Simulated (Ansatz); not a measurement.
**HgH2 (model cell, started as CdI2 type): phonons and vibrational spectra**

Aim: the phonons of HgH2 (model cell, started as CdI2 type) at a cell relaxed beforehand at this level. After the zone centre comes a 3×3×2 q mesh on a 12×12×8 k mesh.

Calculated with Ansatz 0.2.0; DFT PBE, scalar-relativistic, plane waves, PAW.

The structure was built from a prototype and need not be the compound's stable phase.

## Step 1: The structure

Symmetry: P-3m1, No. 164, trigonal system. The conventional cell has a = 3.268 Å, b = 3.268 Å, c = 5.406 Å, α = 90.00°, β = 90.00°, γ = 120.00°. Nearest to Hg lie 6 H at 2.11 Å. H has 3 Hg at 2.11 Å nearest. Farther neighbours are not listed.

## Step 2: Linear response at the zone centre

The cell comes from relaxations at this level that are not shown. The zone centre comes first: it holds the modes that light can see, as far as symmetry allows. No field response is asked, since the mesh shows no gap.

input.yaml

```yaml
crystal:
  lattice:
    - [3.2683265306, 0.0, 0.0]
    - [-1.6341632653, 2.8304538034, 0.0]
    - [0.0, 0.0, 5.405765406]
  atoms:
    - { symbol: Hg, position: [0.0, 0.0, 0.0] }
    - { symbol: H, position: [0.3333333333, 0.6666666667, 0.1736023146] }
    - { symbol: H, position: [0.6666666667, 0.3333333333, 0.8263976854] }
kpoints:
  mp_grid: { grid: [12, 12, 8] }
hamiltonian:
  xc: pbe
scf:
  occupations: { method: methfessel_paxton, width: 0.15 }
output:
  eigenvalues: true
phonons:
  method: dfpt
```

Command:

```
$ ansatz run input.yaml --threads 4 --pin off --max-ram 7168MiB --backend cpu --events-out ev --progress --plain --runs-dir out
```

Numbers of over 12 decimals in the logs are rounded to 6 here.

The log of the run:

```text
Engine: ansatz 0.2.0, x86_64-unknown-linux-gnu
Pseudopotentials: kind: paw
Pseudopotential: Hg, paw, valence charge 20, recommended cutoff 420 eV (normal), Hg.paw.azcp
Pseudopotential: H, paw, valence charge 1, recommended cutoff 420 eV (normal), H.paw.azcp
Functional definition: PBE
  parameter kappa = 0.804
  parameter beta = 0.066725
  exchange = pbe_x(kappa = kappa, mu = beta*pi^2/3)
  correlation = pbe_c(beta = beta)
Crystal: 3 atoms, lattice volume = 50.008 Å³
Basis set: ecut = 420 eV, 991 PW (Γ), exchange–correlation on 48×48×80 points (8 copies of the dense FFT grid, shifted against one another)
Bands: 15, of which v1, the nominal top of the filled ones, is band 11 counted from 1 (10 counted from 0)
Symmetry: 12 space group operations
k-points: 320 of 1152 (irreducible under 2 space group operations, time reversal used)
Non-local potential: Hg, projectors of the file, l = 0: 3, l = 1: 2, l = 2: 2, l = 3: 1
Non-local potential: H, projectors of the file, l = 0: 2, l = 1: 1
PAW form: soft (Blöchl's): semilocal exchange-correlation on the pseudo side does not see the compensation charge
PAW one-centre angular grid: Hg, 590 points (default); XC on 64 Gauss nodes
PAW one-centre angular grid: H, 110 points (default); XC on 64 Gauss nodes
Initial density: superposition of atomic densities (neutral atoms: chi_scale 0, normalization atom), corrected by the library's trained network
Initial wavefunctions: pseudopotential atomic-orbital guess
Functional: x = pbe(κ = 0.804, μ = 0.219515), c = pbe(β = 0.066725)
SCF iter   1: F=—  HF=-13843.138116 eV  |F-HF|=—  |Δ(HF+E_count)|=         —  Δρ=4.02e-3  dr2=5.81e-3  ethr=1.77e-3  ⟨swp⟩=5.3  Hψ=23290  notcnv=0
preconditioner: auto → none  [metal: Δε(μ)=0.046 eV  Ē_g=11.820 eV  σ=0.150 eV  W_gap=0.25  n_scr=10 (ndim 8)  ℏωp=19.6 eV  f_vac=0.304  D(μ)=0.37/eV (n_scr^D=0)  sad-step TF]
SCF iter   2: F=—  HF=-13843.137570 eV  |F-HF|=—  |Δ(HF+E_count)|=   5.46e-4  S|Δr|=    0.00e0  Δρ=2.02e-3  dr2=1.71e-3  ethr=2.64e-5  ⟨swp⟩=2.4  Hψ=9313  notcnv=0
SCF iter   3: F=—  HF=-13843.137289 eV  |F-HF|=—  |Δ(HF+E_count)|=   2.82e-4  S|Δr|=    0.00e0  Δρ=4.68e-4  dr2=1.08e-4  ethr=7.78e-6  ⟨swp⟩=2.3  Hψ=5906  notcnv=0
SCF iter   4: F=—  HF=-13843.137257 eV  |F-HF|=—  |Δ(HF+E_count)|=   3.21e-5  S|Δr|=    0.00e0  Δρ=9.82e-5  dr2=3.70e-6  ethr=4.92e-7  ⟨swp⟩=2.1  Hψ=7163  notcnv=0
SCF iter   5: F=—  HF=-13843.137262 eV  |F-HF|=—  |Δ(HF+E_count)|=   5.03e-6  S|Δr|=    0.00e0  Δρ=2.22e-5  dr2=1.24e-7  ethr=1.68e-8  ⟨swp⟩=2.0  Hψ=7862  notcnv=0
SCF iter   6: F=—  HF=-13843.137265 eV  |F-HF|=—  |Δ(HF+E_count)|=   2.90e-6  S|Δr|=    0.00e0  Δρ=3.32e-6  dr2=3.89e-9  ethr=5.66e-10  ⟨swp⟩=2.5  Hψ=7850  notcnv=0
SCF iter   7: F=—  HF=-13843.137265 eV  |F-HF|=—  |Δ(HF+E_count)|=   1.21e-9  S|Δr|=    0.00e0  Δρ=3.56e-7  dr2=5.63e-11  ethr=1.77e-11  ⟨swp⟩=2.0  Hψ=7377  notcnv=0
SCF iter   8: F=-13843.137265 eV  HF=-13843.137265 eV  |F-HF|=5.46e-12  |Δ(HF+E_count)|=  9.09e-12  S|Δr|=    0.00e0  Δρ=5.79e-8  dr2=1.71e-12  ethr=1.00e-12  ⟨swp⟩=5.9  Hψ=20143  notcnv=0
SCF 1 converged in 8 iterations: F = -13843.137265 eV  dr2 = 1.71e-12
  greatest PAW one-centre occupation: 1.000 electrons in one spin orbital (limit 2), on the Hg atom at site 0 (counted from 0), in its partial waves of l = 0
DFPT response loops at Γ: preconditioner auto → none (partly filled bands, converged f_vac=0.305); β = 0.50; Broyden in place of MSR1
SCF converged after 8 iterations
Stability not checked: this state was not tested for a lower state beside it, because cold or Methfessel-Paxton smearing, or corrected tetrahedra, fill the levels in a way that the test cannot read (fill_not_monotonic; see scf.lower_state_search)
Free energy (F): -13843.137265 eV
Harris-Foulkes:  -13843.137265 eV  (|F-HF|=5.46e-12)
Internal energy: -13843.136807 eV  (E = F + TS)
E sigma→0 (E₀):  -13843.137150 eV
Entropy (-TS):   -0.000457 eV (-0.152 meV/atom)
Fermi energy:    4.971415 eV
--- Per-component energies (eV) ---
  E_band       = -578.261342
  E_kinetic    = 627.256960
  E_local      = -4234.445776  (includes V_loc(G=0)·N_el)
  E_nonlocal   = 74.991304
  E_hartree    = 1839.405463
  E_xc         = -236.919786
  E_vxc        = -283.628137  (∫ρ·V_xc dr)
  E_paw        = -9944.725741  (= ΣΔE_a)
  E_vpaw       = -441.245813  (= ΣTr[D̂ρ^β])
  E_aug_tail   = -0.000908  (compensation charges beyond the density's cutoff)
  E_ewald      = -1968.698323
  E_smearing   = -0.000457  (= −TS)
  E_closure    = 0.000000  (closes the sum)
  Σ components = -13843.137265   (vs F -13843.137265, Δ=0.00e0)
--- Band table (eV; the first three rows and the last of 320) ---
  k-point 0: bands = [... 7 lower, -1.3246, -1.1053, -1.1053, 1.9928, 9.3076, 12.9025, 13.8901, 18.1076]
  k-point 1: bands = [... 7 lower, -1.3103, -1.1055, -1.1055, 1.9168, 9.4662, 12.8700, 13.9875, 18.1321]
  k-point 2: bands = [... 7 lower, -1.2737, -1.1059, -1.1059, 1.7376, 9.8589, 12.7790, 14.3043, 18.1926]
  k-point 319: bands = [... 7 lower, -1.4228, -1.0617, 1.0609, 4.8747, 5.8515, 9.0381, 11.6986, 12.7425]
--- Phonons (Γ-DFPT): 4 representative perturbations + reference, on 320 of 1152 k-points (Σ response iterations 14) ---
  k mesh reduced under 2 symmetry operations, with k and −k counted as one. Each operation leaves every solved perturbation unchanged. A smaller set is not used because it would not reduce the number of displacements times k-points to solve
  ASR residual: 3.514e-5 → 0.000e0 eV/Å²; symmetrization residual: 9.145e-7 eV/Å²
  ASR residual per site (eV/Å²): 3.51e-5 1.51e-6 1.51e-6
  Γ frequencies (cm⁻¹): -634.26 -634.26 -329.01 -329.01 0.00 0.00 0.00 683.88 898.81
  non-analytic LO–TO correction: not included (Born effective charges unavailable; polar crystals: no LO–TO splitting at Γ)
```

The job ended after 15 s (4 threads of Intel Xeon Platinum 8488C (Sapphire Rapids), shared host; peak memory 0.87 GiB).

The column dr2 measures how far the density is from self-consistency, as an energy; F and HF (Harris–Foulkes) agree once it is small.

Numbers from this step:

```yaml
volume_per_atom: 16.67 Å³
gap_on_the_k_mesh: 0 eV
sum_rule_residual_before_enforcement: 3.51e-5 eV/Å²
point_group: -3m
highest_optical_mode_at_the_zone_centre_no_lo_to_term: 898.8 cm⁻¹
lowest_optical_zone_centre_mode: -634.3 cm⁻¹
```

Patterns of degenerate modes are one choice out of their space. The modes at Γ (shares of kinetic energy by element, %) (negative means imaginary):

```
mode  frequency (cm⁻¹)  symmetry  Hg %  H %
   1            -634.3        Eg     0  100
   2            -634.3        Eg     0  100
   3            -329.0        Eu     1   99
   4            -329.0        Eu     1   99
   5               0.0  acoustic    99    1
   6               0.0  acoustic    99    1
   7               0.0  acoustic    99    1
   8             683.9       A2u     1   99
   9             898.8       A1g     0  100
```

Displacements in mode 2 (-634.3 cm⁻¹), the largest set to 1:
```
Hg1  0.00  0.00  0.00
H2  -0.01  1.00  0.00
H3   0.01 -1.00  0.00
```

Displacements in mode 3 (-329.0 cm⁻¹), the largest set to 1:
```
Hg1  0.00 -0.01  0.00
H2   0.00  1.00  0.00
H3   0.00  1.00  0.00
```

Before it was imposed, the acoustic sum rule was missed by 3.5e-5 eV/Å². Small misses are needed for a sound result but don't prove that mesh and cutoff are converged. The lowest optical mode is imaginary, 634.3i cm⁻¹, so the energy falls along it.

(Continued in part 2 of 2.)

[Logs are printed without paths, hosts, clocks, repeated set-up lines and the standing remarks that a program may print on its own settings, such as how far it seeks lower states.]

[Hosts, paths, dates, database ids (printed as entryN), source tags and the programs' standing remarks are cut or masked in the printed files.]
